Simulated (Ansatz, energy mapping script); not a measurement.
# ScNiO2 in a distorted infinite layer structure: energy mapping under PBEsol+U (5.7 eV) (plane buckled by 5°), part 2 of 2

Wanted: the magnetic order of ScNiO2 in a distorted infinite layer structure, its couplings and an estimate of its ordering temperature, by PBEsol+U (5.7 eV).

PBEsol with U = 5.7 eV on Ni d, ortho-atomic projectors; plane waves, U on orthogonalised atomic orbitals unless named otherwise, collinear spin, no spin–orbit coupling.

So far. Step 4 (Run 2 (compensated +−; cell A, 8 atoms)): The run ends antiferromagnetic, 1.07 meV a magnetic atom above the parallel order of its cell (energies taken at zero occupation width, not the printed F). Step 5 (Run 3 (parallel; cell B, 8 atoms)): The run ends ferromagnetic. For each magnetic atom its energy differs from the parallel run of the first cell by 0.75 meV, an error that one common reference would have brought in.

### 6. Compensated +− start in cell B (8 atoms)

This order reverses 0 of the 2 neighbours at 2.84 Å, 2 of the 4 neighbours at 3.75 Å and 4 of the 8 neighbours at 4.71 Å, counted for an average magnetic atom.

The input, input.yaml:

```yaml
crystal:
  lattice:
    - [0.0, 0.0, 2.839072002]
    - [3.7538686725, 0.0, 0.0]
    - [0.0, 7.507737345, 0.0]
  atoms:
    - { symbol: Sc, position: [0.5, 0.5, 0.25] }
    - { symbol: Sc, position: [0.5, 0.5, 0.75] }
    - { symbol: Ni, position: [0.0, 0.0, 0.0], spin: 2.0 }
    - { symbol: Ni, position: [0.0, 0.0, 0.5], spin: -2.0 }
    - { symbol: O, position: [0.05783949, 0.5, 0.0] }
    - { symbol: O, position: [0.05783949, 0.5, 0.5] }
    - { symbol: O, position: [0.94216051, 0.0, 0.25] }
    - { symbol: O, position: [0.94216051, 0.0, 0.75] }
magnetization:
  spin_polarized: true
kpoints:
  mp_grid: { grid: [13, 10, 5] }
hamiltonian:
  xc: pbesol
  hubbard:
    sites:
      - { species: Ni, l: d, u_eff: 5.7 }
      - { site: 2, l: d, u_eff: 5.7, starting_ns: [{ spin: up, occupation_matrix: ni2_major }, { spin: down, occupation_matrix: ni2_minor }] }
      - { site: 3, l: d, u_eff: 5.7, starting_ns: [{ spin: up, occupation_matrix: ni2_minor }, { spin: down, occupation_matrix: ni2_major }] }
    projectors: ortho-atomic
    occupation_matrices:
      ni2_major:
        matrix:
          - [0.929, 0.0, 0.0, 0.0, 0.0]
          - [0.0, 0.978, 0.0, 0.0, 0.0]
          - [0.0, 0.0, 0.978, 0.0, 0.0]
          - [0.0, 0.0, 0.0, 0.89, 0.0]
          - [0.0, 0.0, 0.0, 0.0, 0.983]
      ni2_minor:
        matrix:
          - [0.902, 0.0, 0.0, 0.0, 0.0]
          - [0.0, 0.97, 0.0, 0.0, 0.0]
          - [0.0, 0.0, 0.97, 0.0, 0.0]
          - [0.0, 0.0, 0.0, 0.187, 0.0]
          - [0.0, 0.0, 0.0, 0.0, 0.978]
scf:
  occupations: { method: fermi_dirac, width: 0.05 }
output:
  eigenvalues: true
```

Run with:

```bash
ansatz run input.yaml --threads 4 --pin off --max-ram 8192MiB --backend cpu --events-out ev --progress --plain --runs-dir out
```

Numbers of over 12 decimals in the logs are rounded to 6 here.

Output:

```text
[...]
Crystal: 8 atoms, lattice volume = 80.014 Å³
Basis set: ecut = 420 eV, 1577 PW (Γ)
Bands: 52, of which v1, the nominal top of the filled ones, is band 41 counted from 1 (40 counted from 0)
Symmetry: 4 space group operations
[...]
k-points: 126 of 650 (time reversal used)
[...]
Starting moments: Σ|m| = 4 μB on 2 of 8 sites
[...]
k-point 1 ↑: bands = [... 37 lower, 12.0541, 12.3808, 12.5667, 13.0551, 13.7920, 14.4047, 16.3576, 16.5203, ... 7 higher]
  k-point 2 ↑: bands = [... 37 lower, 12.2213, 12.3594, 12.6012, 12.9817, 13.9860, 14.2166, 16.4067, 16.4725, ... 7 higher]
  k-point 125 ↓: bands = [... 37 lower, 12.7574, 13.0263, 13.7069, 14.4756, 15.1436, 15.6989, 16.2402, 16.4234, ... 7 higher]
Occupation matrices written to <dir>
[key lines of the parts left out:]
SCF converged after 19 iterations
Magnetization: 0.0000 μB (41.0000 up, 41.0000 down)
Free energy (F): -18077.929624 eV
Fermi energy:    14.468289 eV
```

Run time: 33 s. Hardware: 4 threads of Arm Neoverse V1, shared host; peak memory 1 GiB; 2.2 min of CPU time.

The run ends antiferromagnetic, 79.43 meV a magnetic atom above the parallel order of its cell (energies taken at zero occupation width, not the printed F).

### 7. Run 5 (parallel; cell C, 8 atoms)

A new cell needs its own zero of energy.

This run holds the same structure in another cell (a 2.839 → 4.707 Å, b 3.754 → 4.707 Å, c 7.508 → 4.707 Å, α 90.0 → 105.8°, β 90.0 → 111.3°, γ 90.0 → 111.3°).

The input, input.yaml:

```yaml
crystal:
  lattice:
    - [3.7538686725, 0.0, 2.839072002]
    - [0.0, -3.7538686725, -2.839072002]
    - [0.0, 3.7538686725, -2.839072002]
  atoms:
    - { symbol: Sc, position: [0.5, 0.25, 0.75] }
    - { symbol: Sc, position: [0.5, 0.75, 0.25] }
    - { symbol: Ni, position: [0.0, 0.5, 0.5], spin: 2.0 }
    - { symbol: Ni, position: [0.0, 0.0, 0.0], spin: 2.0 }
    - { symbol: O, position: [0.5, 0.721080255, 0.721080255] }
    - { symbol: O, position: [0.5, 0.221080255, 0.221080255] }
    - { symbol: O, position: [0.0, 0.778919745, 0.278919745] }
    - { symbol: O, position: [0.0, 0.278919745, 0.778919745] }
magnetization:
  spin_polarized: true
kpoints:
  mp_grid: { grid: [10, 10, 10] }
hamiltonian:
  xc: pbesol
  hubbard:
    sites:
      - { species: Ni, l: d, u_eff: 5.7 }
      - { site: 2, l: d, u_eff: 5.7, starting_ns: [{ spin: up, occupation_matrix: ni2_major }, { spin: down, occupation_matrix: ni2_minor }] }
      - { site: 3, l: d, u_eff: 5.7, starting_ns: [{ spin: up, occupation_matrix: ni2_major }, { spin: down, occupation_matrix: ni2_minor }] }
    projectors: ortho-atomic
    occupation_matrices:
      ni2_major:
        matrix:
          - [0.929, 0.0, 0.0, 0.0, 0.0]
          - [0.0, 0.978, 0.0, 0.0, 0.0]
          - [0.0, 0.0, 0.978, 0.0, 0.0]
          - [0.0, 0.0, 0.0, 0.89, 0.0]
          - [0.0, 0.0, 0.0, 0.0, 0.983]
      ni2_minor:
        matrix:
          - [0.902, 0.0, 0.0, 0.0, 0.0]
          - [0.0, 0.97, 0.0, 0.0, 0.0]
          - [0.0, 0.0, 0.97, 0.0, 0.0]
          - [0.0, 0.0, 0.0, 0.187, 0.0]
          - [0.0, 0.0, 0.0, 0.0, 0.978]
scf:
  occupations: { method: fermi_dirac, width: 0.05 }
output:
  eigenvalues: true
```

Output:

```text
[...]
Crystal: 8 atoms, lattice volume = 80.014 Å³
Basis set: ecut = 420 eV, 1545 PW (Γ)
Bands: 52, of which v1, the nominal top of the filled ones, is band 41 counted from 1 (40 counted from 0)
Symmetry: 16 space group operations
[...]
k-points: 102 of 1000 (time reversal used)
[...]
Starting moments: Σ|m| = 4 μB on 2 of 8 sites
[...]
k-point 1 ↑: bands = [... 37 lower, 12.2206, 12.3623, 12.4090, 12.8545, 13.8364, 13.8942, 16.1688, 16.1750, ... 7 higher]
  k-point 2 ↑: bands = [... 37 lower, 12.2455, 12.3028, 12.5457, 12.6884, 14.1795, 14.5501, 16.1209, 16.3827, ... 7 higher]
  k-point 101 ↓: bands = [... 37 lower, 13.1630, 13.1630, 13.2780, 15.3116, 16.4428, 17.0399, 17.2514, 18.0611, ... 7 higher]
Occupation matrices written to <dir>
[key lines of the parts left out:]
SCF converged after 14 iterations
Magnetization: 1.5557 μB (41.7779 up, 40.2221 down)
Free energy (F): -18078.083567 eV
Fermi energy:    14.550010 eV
```

It took 41 s on 4 threads; peak memory 0.96 GiB.

The run ends ferromagnetic. For each magnetic atom its energy differs from the parallel run of the first cell by 1.53 meV, an error that one common reference would have brought in.

### 8. Order 6: compensated +−, cell C of 8 atoms

This order reverses 2 of the 2 neighbours at 2.84 Å, 4 of the 4 neighbours at 3.75 Å and 0 of the 8 neighbours at 4.71 Å, counted for an average magnetic atom.

Edit input.yaml of step 7 so:

```diff
@@ -9,3 +9,3 @@
     - { symbol: Ni, position: [0.0, 0.5, 0.5], spin: 2.0 }
-    - { symbol: Ni, position: [0.0, 0.0, 0.0], spin: 2.0 }
+    - { symbol: Ni, position: [0.0, 0.0, 0.0], spin: -2.0 }
     - { symbol: O, position: [0.5, 0.721080255, 0.721080255] }
@@ -24,3 +24,3 @@
       - { site: 2, l: d, u_eff: 5.7, starting_ns: [{ spin: up, occupation_matrix: ni2_major }, { spin: down, occupation_matrix: ni2_minor }] }
-      - { site: 3, l: d, u_eff: 5.7, starting_ns: [{ spin: up, occupation_matrix: ni2_major }, { spin: down, occupation_matrix: ni2_minor }] }
+      - { site: 3, l: d, u_eff: 5.7, starting_ns: [{ spin: up, occupation_matrix: ni2_minor }, { spin: down, occupation_matrix: ni2_major }] }
     projectors: ortho-atomic
```

Output:

```text
[...]
Crystal: 8 atoms, lattice volume = 80.014 Å³
Basis set: ecut = 420 eV, 1545 PW (Γ)
Bands: 52, of which v1, the nominal top of the filled ones, is band 41 counted from 1 (40 counted from 0)
Symmetry: 8 space group operations
[...]
k-points: 102 of 1000 (time reversal used)
[...]
Starting moments: Σ|m| = 4 μB on 2 of 8 sites
[...]
k-point 1 ↑: bands = [... 37 lower, 12.8053, 12.8735, 13.2282, 13.6560, 13.8238, 14.6064, 16.0013, 16.0479, ... 7 higher]
  k-point 2 ↑: bands = [... 37 lower, 12.6963, 12.7833, 13.2120, 13.8661, 14.0807, 15.1735, 16.2242, 16.2867, ... 7 higher]
  k-point 101 ↓: bands = [... 37 lower, 13.1436, 13.1436, 13.1553, 13.6575, 15.1498, 16.2968, 17.1248, 17.8920, ... 7 higher]
Occupation matrices written to <dir>
[key lines of the parts left out:]
SCF converged after 14 iterations
Magnetization: 0.0000 μB (41.0000 up, 41.0000 down)
Free energy (F): -18077.818483 eV
Fermi energy:    14.208988 eV
```

The job ended after 21 s (4 threads; peak memory 0.89 GiB).

The run ends antiferromagnetic, 134.26 meV a magnetic atom above the parallel order of its cell (energies taken at zero occupation width, not the printed F).

### 9. Parallel start in cell D (8 atoms)

A new cell needs its own zero of energy.

This run holds the same structure in another cell (a 4.707 → 2.839 Å, b 4.707 → 5.309 Å, c 4.707 → 5.309 Å, α 105.8 → 90.0°, β 111.3 → 90.0°, γ 111.3 → 90.0°).

The input, input.yaml:

```yaml
crystal:
  lattice:
    - [0.0, 0.0, -2.839072002]
    - [3.7538686725, 3.7538686725, 0.0]
    - [3.7538686725, -3.7538686725, 0.0]
  atoms:
    - { symbol: Sc, position: [0.5, 0.5, 0.0] }
    - { symbol: Sc, position: [0.5, 0.0, 0.5] }
    - { symbol: Ni, position: [0.0, 0.0, 0.0], spin: 2.0 }
    - { symbol: Ni, position: [0.0, 0.5, 0.5], spin: 2.0 }
    - { symbol: O, position: [0.94216051, 0.25, 0.25] }
    - { symbol: O, position: [0.94216051, 0.75, 0.75] }
    - { symbol: O, position: [0.05783949, 0.25, 0.75] }
    - { symbol: O, position: [0.05783949, 0.75, 0.25] }
magnetization:
  spin_polarized: true
kpoints:
  mp_grid: { grid: [13, 7, 7] }
hamiltonian:
  xc: pbesol
  hubbard:
    sites:
      - { species: Ni, l: d, u_eff: 5.7 }
      - { site: 2, l: d, u_eff: 5.7, starting_ns: [{ spin: up, occupation_matrix: ni2_major }, { spin: down, occupation_matrix: ni2_minor }] }
      - { site: 3, l: d, u_eff: 5.7, starting_ns: [{ spin: up, occupation_matrix: ni2_major }, { spin: down, occupation_matrix: ni2_minor }] }
    projectors: ortho-atomic
    occupation_matrices:
      ni2_major:
        matrix:
          - [0.929, 0.0, 0.0, 0.0, 0.0]
          - [0.0, 0.978, 0.0, 0.0, 0.0]
          - [0.0, 0.0, 0.978, 0.0, 0.0]
          - [0.0, 0.0, 0.0, 0.89, 0.0]
          - [0.0, 0.0, 0.0, 0.0, 0.983]
      ni2_minor:
        matrix:
          - [0.902, 0.0, 0.0, 0.0, 0.0]
          - [0.0, 0.97, 0.0, 0.0, 0.0]
          - [0.0, 0.0, 0.97, 0.0, 0.0]
          - [0.0, 0.0, 0.0, 0.187, 0.0]
          - [0.0, 0.0, 0.0, 0.0, 0.978]
scf:
  occupations: { method: fermi_dirac, width: 0.05 }
output:
  eigenvalues: true
```

Output:

```text
[...]
Crystal: 8 atoms, lattice volume = 80.014 Å³
Basis set: ecut = 420 eV, 1545 PW (Γ)
Bands: 52, of which v1, the nominal top of the filled ones, is band 41 counted from 1 (40 counted from 0)
Symmetry: 16 space group operations
[...]
k-points: 70 of 637 (time reversal used)
[...]
Starting moments: Σ|m| = 4 μB on 2 of 8 sites
[...]
k-point 1 ↑: bands = [... 37 lower, 11.8844, 12.3014, 12.6944, 12.7419, 13.7864, 15.1595, 15.7226, 16.3516, ... 7 higher]
  k-point 2 ↑: bands = [... 37 lower, 12.1256, 12.4890, 12.6648, 12.9876, 13.9958, 14.9194, 15.1911, 16.4040, ... 7 higher]
  k-point 69 ↓: bands = [... 37 lower, 12.6041, 13.5109, 13.5296, 16.2834, 16.4904, 16.5148, 16.6071, 17.2312, ... 7 higher]
Occupation matrices written to <dir>
[key lines of the parts left out:]
SCF converged after 14 iterations
Magnetization: 1.5722 μB (41.7861 up, 40.2139 down)
Free energy (F): -18078.080179 eV
Fermi energy:    14.525198 eV
```

Run time: 25 s. Hardware: 4 threads; peak memory 0.78 GiB; 96 s of CPU time.

The run ends ferromagnetic. For each magnetic atom its energy differs from the parallel run of the first cell by 3.77 meV, an error that one common reference would have brought in.

### 10. Run 8 (compensated +−; cell D, 8 atoms)

This order reverses 0 of the 2 neighbours at 2.84 Å, 4 of the 4 neighbours at 3.75 Å and 8 of the 8 neighbours at 4.71 Å, counted for an average magnetic atom.

Edit input.yaml of step 9 so:

```diff
@@ -9,3 +9,3 @@
     - { symbol: Ni, position: [0.0, 0.0, 0.0], spin: 2.0 }
-    - { symbol: Ni, position: [0.0, 0.5, 0.5], spin: 2.0 }
+    - { symbol: Ni, position: [0.0, 0.5, 0.5], spin: -2.0 }
     - { symbol: O, position: [0.94216051, 0.25, 0.25] }
@@ -24,3 +24,3 @@
       - { site: 2, l: d, u_eff: 5.7, starting_ns: [{ spin: up, occupation_matrix: ni2_major }, { spin: down, occupation_matrix: ni2_minor }] }
-      - { site: 3, l: d, u_eff: 5.7, starting_ns: [{ spin: up, occupation_matrix: ni2_major }, { spin: down, occupation_matrix: ni2_minor }] }
+      - { site: 3, l: d, u_eff: 5.7, starting_ns: [{ spin: up, occupation_matrix: ni2_minor }, { spin: down, occupation_matrix: ni2_major }] }
     projectors: ortho-atomic
```

Output:

```text
[...]
Crystal: 8 atoms, lattice volume = 80.014 Å³
Basis set: ecut = 420 eV, 1545 PW (Γ)
Bands: 52, of which v1, the nominal top of the filled ones, is band 41 counted from 1 (40 counted from 0)
Symmetry: 8 space group operations
[...]
k-points: 70 of 637 (time reversal used)
[...]
Starting moments: Σ|m| = 4 μB on 2 of 8 sites
[...]
k-point 1 ↑: bands = [... 37 lower, 12.2492, 13.0156, 13.0876, 13.7172, 13.7240, 15.0755, 16.2940, 16.5762, ... 7 higher]
  k-point 2 ↑: bands = [... 37 lower, 12.3530, 12.8082, 13.0164, 13.9285, 13.9728, 14.8335, 16.3411, 16.7498, ... 7 higher]
  k-point 69 ↓: bands = [... 37 lower, 12.5062, 12.7499, 13.0225, 14.4118, 16.1792, 16.3672, 16.3998, 16.5028, ... 7 higher]
Occupation matrices written to <dir>
[key lines of the parts left out:]
SCF converged after 16 iterations
Magnetization: 0.0000 μB (41.0000 up, 41.0000 down)
Free energy (F): -18077.839267 eV
Fermi energy:    14.240081 eV
```

Run time: 14 s. Hardware: 4 threads; peak memory 0.73 GiB.

The run ends antiferromagnetic, 120.57 meV a magnetic atom above the parallel order of its cell (energies taken at zero occupation width, not the printed F).

### 11. Mapping onto a Heisenberg model

Each energy difference is a sum of couplings weighted by the pairs that the order reverses. A few near shells are fitted to the differences by least squares. Energies are those extrapolated to zero occupation width, not the free energies F.

The orders that converged (zero: parallel moments in the same cell):

```
                   order  atoms  energy (meV a magnetic atom)  moments (μB)  moments kept as typed  opposed neighbours at 2.84, 3.75, 4.71 Å
      parallel in cell A      8                          0.00          0.75                    yes                                   0, 0, 0
compensated +− in cell A      8                          1.07          0.75                    yes                                   2, 0, 8
      parallel in cell B      8                          0.00          0.75                    yes                                   0, 0, 0
compensated +− in cell B      8                         79.43          0.74                    yes                                   0, 2, 4
      parallel in cell C      8                          0.00          0.74                    yes                                   0, 0, 0
compensated +− in cell C      8                        134.26          0.78                    yes                                   2, 4, 0
      parallel in cell D      8                          0.00          0.75                    yes                                   0, 0, 0
compensated +− in cell D      8                        120.57          0.85                    yes                                   0, 4, 8
```

Fitted to E = −Σ J e·e over ordered pairs of unit vectors (J > 0 favours parallel moments):

```
 pair  distance (Å)  neighbours  J (meV)
Ni–Ni          2.84           2    0.888
Ni–Ni          3.75           4     16.3
Ni–Ni          4.71           8   -0.155
```

These orders cannot tell some unfitted shells from fitted ones: the value at 3.75 Å holds J(3.75) + 2 J(6.81); other unfitted shells add to the values wholly or in part.

Adding the shell at 5.31 Å gives 1.8, 16, -0.39 and 2.4 meV, an exact solve that tests nothing.

Limits of this fit: it misses the energies by up to 15 meV, so no temperature is drawn; the parallel runs differ by 3.8 meV between cells, so mesh or basis is not converged.

### 12. Comparison

The first set of orders, under PBEsol+U (5.7 eV), plane buckled by 0°, took 9.3 min of CPU time summed over its finished orders (seed run apart), these 15 min.

```
                                  quantity  this set  first set
                          J at 2.84 Å, meV     0.888       3.32
J at 3.75 Å (3.77 Å in the first set), meV      16.3       19.5
J at 4.71 Å (4.72 Å in the first set), meV    -0.155     -0.836
```

The coupling that led in the first set goes from 19.5 to 16.3 meV.

### 13. What came out

```
lowest order tried                                              : parallel
largest fitted value (a combination of shells), Ni–Ni at 3.75 Å : 16.3 meV
```

**Reading.** Of the orders tried, ScNiO2 in a distorted infinite layer structure (plane buckled by 5°) prefers parallel moments under PBEsol+U (5.7 eV). The largest fitted value is 16 meV, at 3.75 Å. It is a combination of shells that these orders cannot split, so neither its size nor its sign can be laid on that pair alone. The orders also reverse pairs at 5.31 Å, which are not fitted, so the fitted values hold their part too. No fitted order reverses the pairs at 5.68 Å, so their coupling is unknown and is set to zero in the model. With 4 differences for 3 couplings the fit misses by 15 meV at most, which is not small: farther shells, terms beyond the Heisenberg form or the mesh can cause that. In the fitted orders moments change by up to 13 % against the parallel run of the same cell, so the mapping is rough. Every order is gapless on its mesh at this level. In a metal exchange reaches farther, and a short model of fixed moments is less apt; where the compound is in fact an insulator, these couplings come from a wrongly metallic state. The fit is in doubt: the parallel runs differ by 3.8 meV between cells, so mesh or basis is not converged. The couplings are then rough, the small ones most of all. The cell was built from a prototype and relaxed before the change was imposed without further relaxation; a distortion that needs a larger cell, or another structure that the compound may prefer, is not captured.

27 further runs of the session are left out of this account and of its counts and ranges: runs hit by known faults of a program or its files, repeats, responses too ill-conditioned to give a U, cells squeezed past sense, harmless faults, or fits whose shells could not be counted again from the structure.

[Logs and program files are shortened in this print: banners, set-up blocks, solver, clock and traceback lines can be left out without a mark of their own.]

[Logs are printed without paths, hosts, clocks, repeated set-up lines and the standing remarks that a program may print on its own settings, such as how far it seeks lower states.]

[Hosts, paths, dates, database ids (printed as entryN), source tags and the programs' standing remarks are cut or masked in the printed files.]

[Where a cell is said to come from a database of computed structures, the database is the Materials Project.]
